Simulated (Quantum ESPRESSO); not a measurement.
# AlN (F-43m): from Born charge to LO-TO splitting

Aim: work out the LO frequency and the static dielectric constant of AlN (F-43m) from one linear-response run, then check them.

Program: Quantum ESPRESSO 7.5. Level of theory: DFT LDA, scalar-relativistic, plane waves, PseudoDojo norm-conserving pseudopotentials. Results are calculated unless marked as measured.

## (1) The relaxed structure

Symmetry: F-43m, No. 216, cubic system. Conventional cell: a = 4.333 Å, b = 4.333 Å, c = 4.333 Å, α = 90.00°, β = 90.00°, γ = 90.00°. Al has 4 N at 1.88 Å nearest. N has 4 Al at 1.88 Å nearest. Farther neighbours and most contacts between anions are not listed.

Structure file:

```
Al N
1.0
    -2.16650    0.00000    2.16650
     0.00000    2.16650    2.16650
    -2.16650    2.16650    0.00000
Al N
1 1
Direct
  0.00000 0.00000 0.00000
  0.75000 0.75000 0.75000
```

This is the cell after its relaxation at this level of theory, not the database cell from which that began.

## (2) What the response run gave

A linear-response run on the relaxed cell, with the response to an electric field; only its zone-centre results are used. Cutoff 92 Ry, k mesh 12×12×12.

The log of the run:

```text
[banners, grids, parts of the stress and lines that vanish by symmetry left out]
Program PHONON v.7.5
     Reading xml data from directory:

[...]
Exchange-correlation= PW
                           (   1   4   0   0   0   0   0)
[...]
kinetic-energy cut-off    =      92.0000  Ry
     charge density cut-off    =     368.0000  Ry
     convergence threshold     =      1.0E-18
[...]
Exchange-correlation= PW
                           (   1   4   0   0   0   0   0)
[...]
q = (   0.0000000   0.0000000   0.0000000 )
     25 Sym.Ops. (with q -> -q+G )
     G cutoff =  312.4875  (  16361 G-vectors)     FFT grid: ( 36, 36, 36)
     number of k points=    72
[...]
Mode symmetry, T_d (-43m)  point group:
[...]
Dielectric constant
[...]
End of electric fields calculation
          Dielectric constant in cartesian axis
          (       4.486926886      -0.000000000       0.000000000 )
          (      -0.000000000       4.486926886       0.000000000 )
          (       0.000000000       0.000000000       4.486926886 )
          Effective charges (d Force / dE) in cartesian axis without acoustic sum rule applied (asr)
           atom    1  Al    Mean Z*:        2.52890
      Ex  (        2.52890       -0.00000        0.00000 )
      Ey  (       -0.00000        2.52890       -0.00000 )
      Ez  (        0.00000        0.00000        2.52890 )
           atom    2  N     Mean Z*:       -2.52874
      Ex  (       -2.52874        0.00000       -0.00000 )
      Ey  (        0.00000       -2.52874       -0.00000 )
      Ez  (       -0.00000        0.00000       -2.52874 )
          Effective charges Sum: Mean:        0.00016
[...]
Effective charges (d Force / dE) in cartesian axis with asr applied:
           atom    1  Al    Mean Z*:        2.52882
[...]
atom    2  N     Mean Z*:       -2.52882
[...]
Representation #   1 modes #   1   2   3
[...]
End of self-consistent calculation
     Convergence has been achieved
     Representation #   2 modes #   4   5   6
[...]
End of self-consistent calculation
     Convergence has been achieved
[...]
Dielectric constant in cartesian axis
          (       4.486926886      -0.000000000       0.000000000 )
          (      -0.000000000       4.486926886       0.000000000 )
          (       0.000000000       0.000000000       4.486926886 )
          Effective charges (d Force / dE) in cartesian axis without acoustic sum rule applied (asr)
           atom    1  Al    Mean Z*:        2.52890
      Ex  (        2.52890       -0.00000        0.00000 )
      Ey  (       -0.00000        2.52890       -0.00000 )
      Ez  (        0.00000        0.00000        2.52890 )
           atom    2  N     Mean Z*:       -2.52874
      Ex  (       -2.52874        0.00000       -0.00000 )
      Ey  (        0.00000       -2.52874       -0.00000 )
      Ez  (       -0.00000        0.00000       -2.52874 )
          Effective charges Sum: Mean:        0.00016
[...]
Effective charges (d Force / dE) in cartesian axis with asr applied:
           atom    1  Al    Mean Z*:        2.52882
[...]
atom    2  N     Mean Z*:       -2.52882
[...]
q = (    0.000000000   0.000000000   0.000000000 )
[...]
freq (    1) =       0.048990 [THz] =       1.634145 [cm-1]
     freq (    2) =       0.048990 [THz] =       1.634145 [cm-1]
     freq (    3) =       0.048990 [THz] =       1.634145 [cm-1]
     freq (    4) =      20.070706 [THz] =     669.486674 [cm-1]
     freq (    5) =      20.070706 [THz] =     669.486674 [cm-1]
     freq (    6) =      20.070706 [THz] =     669.486674 [cm-1]
[...]
Mode symmetry, T_d (-43m)  point group:
     freq (   1-   3) =          1.6  [cm-1]   --> T_2  G_15 P_4   I+R
     freq (   4-   6) =        669.5  [cm-1]   --> T_2  G_15 P_4   I+R

   JOB DONE.
```

| quantity | value |
| --- | --- |
| cell volume Ω (Å³) | 20.338 |
| mass of Al (u) | 26.982 |
| mass of N (u) | 14.007 |
| Born charge of Al, raw (e) | 2.529 |
| Born charge of N, raw (e) | -2.529 |
| ε∞ | 4.487 |
| ω(TO) after the sum rule (cm⁻¹) | 669.5 |

## (3) The calculation

The charges must sum to zero over the cell; taking off their mean, 0.000 e, leaves Z* = 2.529 e on Al. In the polar mode Al moves against N, so the reduced mass is μ = 26.98 × 14.01 / 40.99 = 9.220 u.

A longitudinal wave builds up a field that adds to the restoring force: ω(LO)² = ω(TO)² + 4π Z*² / (μ Ω ε∞), in Hartree atomic units. With μ = 16808 electron masses and Ω = 137.25 bohr³ the second term is 7.7639e-06 Ha², or 373981 cm⁻² (1 Ha = 219474.6 cm⁻¹).

So ω(LO) = √(448203 + 373981) = 906.7 cm⁻¹, and by the Lyddane-Sachs-Teller relation ε₀ = ε∞ (ω(LO)/ω(TO))² = 8.23.

## (4) Check against the program

The analysis program adds the same non-analytic term to the full matrix, here for q along (1 0 0).

The log of the run:

```text
[banner, memory and clock lines left out]
Program DYNMAT v.7.5

     Reading Dynamical Matrix from file g.dyn
     ...Force constants read
     ...epsilon and Z* read

     Polarizability (A^3 units)
     multiply by 0.462469 for Clausius-Mossotti correction
         5.643366   -0.000000    0.000000
        -0.000000    5.643366    0.000000
         0.000000    0.000000    5.643366

     IR activities are in (D/A)^2/amu units

# mode   [cm-1]    [THz]      IR
    1     -0.00   -0.0000    0.0000
    2      0.00    0.0000    0.0000
    3      0.00    0.0000    0.0000
    4    669.48   20.0706   16.0013
    5    669.48   20.0706   16.0013
    6    906.75   27.1836   16.0013
```

ε₀ comes from the program's run without a direction of q.

| quantity | by hand | program |
| --- | --- | --- |
| ω(LO) (cm⁻¹) | 906.7 | 906.8 |
| ε₀ | 8.23 | 8.23 |

## (5) What came out

```
TO mode                    : 669.5 cm⁻¹
LO mode                    : 906.8 cm⁻¹
static dielectric constant : 8.231
```

**Reading.** The LO mode of AlN (F-43m) lies at 907 cm⁻¹, 237 cm⁻¹ above the TO mode; the formula meets the program within 0.1 cm⁻¹, as it must for a cubic crystal with one polar mode. ω(LO)² − ω(TO)² goes with Z*²/ε∞: an error of 5 % in ε∞ would move the LO mode by 9.9 cm⁻¹, and semilocal functionals tend to overestimate ε∞. These are harmonic values at zero temperature, at the volume of this functional, for the structure held cubic; stability elsewhere in the zone is no part of this calculation.

[Host names and launcher messages were left out of these logs when they were recorded.]

[Logs are printed without paths, hosts, clocks, repeated set-up lines and the standing remarks that a program may print on its own settings, such as how far it seeks lower states.]

[Hosts, paths, dates, database ids (printed as entryN), source tags and the programs' standing remarks are cut or masked in the printed files.]
